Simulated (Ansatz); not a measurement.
# ZrB2 (P6/mmm): zone-centre modes under pressure, part 2 of 2

Aim: how do the optical modes of ZrB2 (P6/mmm) move with volume?

Ansatz 0.2.0; DFT LDA, scalar-relativistic, plane waves, PAW; PAW set soft_1.

So far, highest optical mode at the zone centre (no LO-TO term) (cm⁻¹): step 5 (modes at rest) 797; step 7 (volume ratio 1.06) 731.

## Step 8: A member of the series: 0.9 times the volume at rest

The cell is set to 0.9 times the volume at rest, and shape and atoms relax at that volume.

File input.yaml:

```yaml
crystal:
  lattice:
    - [3.0282077705, 0.0, 0.0]
    - [-1.5141038852, 2.6225048572, 0.0]
    - [0.0, 0.0, 3.3611686493]
  atoms:
    - { symbol: B, position: [0.3333333333, 0.6666666667, 0.5] }
    - { symbol: B, position: [0.6666666667, 0.3333333333, 0.5] }
    - { symbol: Zr, position: [0.0, 0.0, 0.0] }
kpoints:
  mp_grid: { grid: [15, 15, 12] }
hamiltonian:
  xc: lda
  pseudopotentials: { kind: paw, azcp: { folder: soft_1 }, xc_functional: pbe }
scf:
  occupations: { method: methfessel_paxton, width: 0.2 }
output:
  forces: true
  stress: true
  eigenvalues: true
relax:
  adjacent_minimum: "off"
  f_tol: 0.001
  max_steps: 60
  cell: { stress_tol: 0.01, fix: [volume] }
```

Run with:

```
> ansatz run input.yaml --threads 4 --pin off --max-ram 10240MiB --backend cpu --events-out ev --progress --plain --runs-dir out
```

Numbers of over 12 decimals in the logs are rounded to 6 here.

Output:

```text
[...]
Crystal: 3 atoms, lattice volume = 26.693 Å³
Basis set: ecut = 420 eV, 527 PW (Γ)
Bands: 13, of which v1, the nominal top of the filled ones, is band 9 counted from 1 (8 counted from 0)
Symmetry: 24 space group operations
[...]
k-points: 189 of 2700
[...]
k-point 188: bands = [... 5 lower, 8.6651, 12.9581, 15.2996, 15.2996, 22.8619, 25.4112, 25.4112, 25.7052]
--- Relaxed structure (3 steps of the walk, 3 accepted, 1 SCFs on fresh bases) ---
[...]
cell:  # Å, volume = 26.6927 Å³
    - [3.028838, -2.8873530767792155e-11, 0]
    - [-1.514419, 2.623051, 0]
    - [0, 0, 3.359770]
  atoms:
    - { symbol: B, position: [0.333333, 0.666667, 0.5] }
    - { symbol: B, position: [0.666667, 0.333333, 0.5] }
    - { symbol: Zr, position: [0, 0, 0] }
[key lines of the parts left out:]
SCF converged after 5 iterations
Free energy (F): -4380.007995 eV
Fermi energy:    17.897066 eV
P = ⅓ Tr σ = 33.7316 GPa (337.316 kbar)
```

The job ended after 4.4 s (4 threads of Arm Neoverse V1, shared host; peak memory 0.37 GiB).

Little changed from the start: no atom moved by 0.005 Å and no cell edge by 0.1 %.

This step gave:

```yaml
pressure: 33.73 GPa
volume_per_atom: 8.898 Å³
```

The forces vanish by symmetry, at a pressure of 33.73 GPa.

## Step 9: Modes of this member: 0.9 times the volume at rest

The zone-centre modes follow for 0.9 times the volume at rest.

input.yaml, the sections that differ from step 8:

```yaml
crystal:
  lattice:
    - [3.02883796, 0.0, 0.0]
    - [-1.51441898, 2.6230506173, 0.0]
    - [0.0, 0.0, 3.3597701244]
  atoms:
    - { symbol: B, position: [0.3333333333, 0.6666666667, 0.5] }
    - { symbol: B, position: [0.6666666667, 0.3333333333, 0.5] }
    - { symbol: Zr, position: [0.0, 0.0, 0.0] }
output:
  eigenvalues: true
phonons:
  method: dfpt
# kpoints, hamiltonian, scf: as in step 8
# relax: removed
```

Output:

```text
[...]
Crystal: 3 atoms, lattice volume = 26.693 Å³
Basis set: ecut = 420 eV, 527 PW (Γ), exchange–correlation on 48×48×48 points (8 copies of the dense FFT grid, shifted against one another)
Bands: 13, of which v1, the nominal top of the filled ones, is band 9 counted from 1 (8 counted from 0)
Symmetry: 24 space group operations
k-points: 448 of 2700 (irreducible under 4 space group operations, time reversal used)
[...]
k-point 2: bands = [... 5 lower, 13.5708, 15.2612, 15.2612, 17.1633, 20.2459, 20.2459, 21.8982, 21.8982]
  k-point 447: bands = [... 5 lower, 10.5736, 13.1208, 14.3658, 15.2409, 22.0450, 23.6610, 23.8200, 24.9450]
[...]
ASR residual: 5.086e-5 → 0.000e0 eV/Å²; symmetrization residual: 2.056e-7 eV/Å²
  ASR residual per site (eV/Å²): 9.05e-6 9.05e-6 5.09e-5
  Γ frequencies (cm⁻¹): 0.00 0.00 0.00 535.63 535.63 585.74 655.34 920.92 920.92
[...]
[key lines of the parts left out:]
SCF converged after 8 iterations
Free energy (F): -4380.007995 eV
Fermi energy:    17.897066 eV
```

Elapsed: 17 s, on 4 threads; peak memory 0.77 GiB; 61 s of CPU time.

This step gave:

```
sum-rule residual before enforcement                    : 5.09e-5 eV/Å²
highest optical mode at the zone centre (no LO-TO term) : 920.9 cm⁻¹
lowest optical zone-centre mode                         : 535.6 cm⁻¹
```

Patterns of degenerate modes are one choice out of their space. Modes at Γ, with each element's share of the kinetic energy:

| mode | frequency (cm⁻¹) | symmetry | B % | Zr % |
| --- | --- | --- | --- | --- |
| 1 | 0.0 | acoustic | 19 | 81 |
| 2 | 0.0 | acoustic | 19 | 81 |
| 3 | 0.0 | acoustic | 19 | 81 |
| 4 | 535.6 | E1u | 81 | 19 |
| 5 | 535.6 | E1u | 81 | 19 |
| 6 | 585.7 | A2u | 81 | 19 |
| 7 | 655.3 | B1g | 100 | 0 |
| 8 | 920.9 | E2g | 100 | 0 |
| 9 | 920.9 | E2g | 100 | 0 |

The lowest optical mode is real, 536 cm⁻¹, and the highest lies at 920.9 cm⁻¹.

Between step 5 and this run (volume ratio 0.9) the value for the highest optical mode at the zone centre (no LO-TO term) moves from 797 cm⁻¹ to 921 cm⁻¹ (+16 %).

## Step 10: The series together

The members are set side by side, also those not shown above.

Each row is one cell with its response, relaxed at fixed volume as far as symmetry leaves anything free; energies are extrapolated to zero smearing, and E0 is that at rest; shape and atoms are relaxed in each cell where symmetry leaves them free; all runs use 15×15×12 k points and Methfessel-Paxton smearing of 0.2 eV. State of the crystal along the series:

| volume ratio | V (Å³/atom) | pressure (GPa) | E - E0 (meV/atom) | first cell vector (Å) | third cell vector (Å) |
| --- | --- | --- | --- | --- | --- |
| 0.9 | 8.898 | 33.73 | 95.48 | 3.029 | 3.36 |
| 0.92 | 9.095 | 25.58 | 58.96 | 3.05 | 3.386 |
| 0.94 | 9.293 | 18.2 | 32.03 | 3.072 | 3.412 |
| 0.96 | 9.491 | 11.52 | 13.75 | 3.092 | 3.438 |
| 0.98 | 9.688 | 5.475 | 3.322 | 3.113 | 3.464 |
| 0.99 | 9.787 | 2.668 | 0.8145 | 3.123 | 3.477 |
| 1 | 9.886 | -0.003894 | 0 | 3.133 | 3.49 |
| 1.02 | 10.08 | -4.969 | 3.119 | 3.152 | 3.515 |
| 1.04 | 10.28 | -9.467 | 12.07 | 3.171 | 3.541 |
| 1.06 | 10.48 | -13.54 | 26.31 | 3.19 | 3.567 |

Each mode is tracked from rest by its pattern, and modes that stay within 0.3 cm⁻¹ of each other stand once; shape and atoms are relaxed in each cell where symmetry leaves them free; all runs use 15×15×12 k points and Methfessel-Paxton smearing of 0.2 eV. Optical modes along the series:

| V (Å³/atom) | mode 4 E1u (cm⁻¹) | mode 6 A2u (cm⁻¹) | mode 7 B1g (cm⁻¹) | mode 8 E2g (cm⁻¹) |
| --- | --- | --- | --- | --- |
| 8.898 | 535.6 | 585.7 | 655.3 | 920.9 |
| 9.095 | 521.3 | 565.1 | 640.2 | 894.2 |
| 9.293 | 507.4 | 545 | 625.5 | 868.5 |
| 9.491 | 493.8 | 525.5 | 611.2 | 843.7 |
| 9.688 | 480.6 | 506.5 | 597.3 | 819.7 |
| 9.787 | 474.1 | 497.1 | 590.5 | 808 |
| 9.886 | 467.7 | 487.9 | 583.7 | 796.6 |
| 10.08 | 455.1 | 469.8 | 570.5 | 774.1 |
| 10.28 | 442.9 | 452.1 | 557.6 | 752.4 |
| 10.48 | 431.1 | 434.9 | 545.1 | 731.4 |

From cubic fits (parabolas where under five rows exist) of ln ω and P against ln V through the rows within about 4 % of rest: γ = −d ln ω / d ln V and dω/dP = γ ω / B. Slopes at rest:

| mode | fitted frequency at rest (cm⁻¹) | Grüneisen parameter γ | dω/dP (cm⁻¹/GPa) |
| --- | --- | --- | --- |
| mode 4 E1u | 467.7 | 1.36 | 2.44 |
| mode 6 A2u | 487.9 | 1.88 | 3.51 |
| mode 7 B1g | 583.7 | 1.15 | 2.57 |
| mode 8 E2g | 796.6 | 1.43 | 4.37 |

## Step 11: Results

```json
{"members": "10", "highest optical mode at the zone centre (no LO-TO term), at rest": "796.6 cm⁻¹", "bulk modulus at rest": "261 GPa", "mode 4 E1u, γ": "1.36", "mode 6 A2u, γ": "1.88", "mode 7 B1g, γ": "1.15", "mode 8 E2g, γ": "1.43"}
```

**Reading.** The series spans -13.5 to 33.7 GPa, and the slope at rest gives a bulk modulus of 261 GPa. Among the modes in the table of slopes γ runs from 1.15 (mode 7 B1g) to 1.88 (mode 6 A2u). One k mesh and one cutoff serve the ground states and modes of all volumes. These are harmonic frequencies at zero temperature: anharmonic shifts, linewidths and thermal expansion are left out. With no gap, or one that is small against the smearing, the frequencies hang on the k mesh and the smearing, most of all near Kohn anomalies. The PAW files were made for PBE; the program adapts parts of them to the functional of the run, but their partial waves stay those of PBE, an approximation that was not tested in this session. Only the zone centre was solved, so an instability at another wavevector cannot show here.

[Logs are printed without paths, hosts, clocks, repeated set-up lines and the standing remarks that a program may print on its own settings, such as how far it seeks lower states.]

[Hosts, paths, dates, database ids (printed as entryN), source tags and the programs' standing remarks are cut or masked in the printed files.]
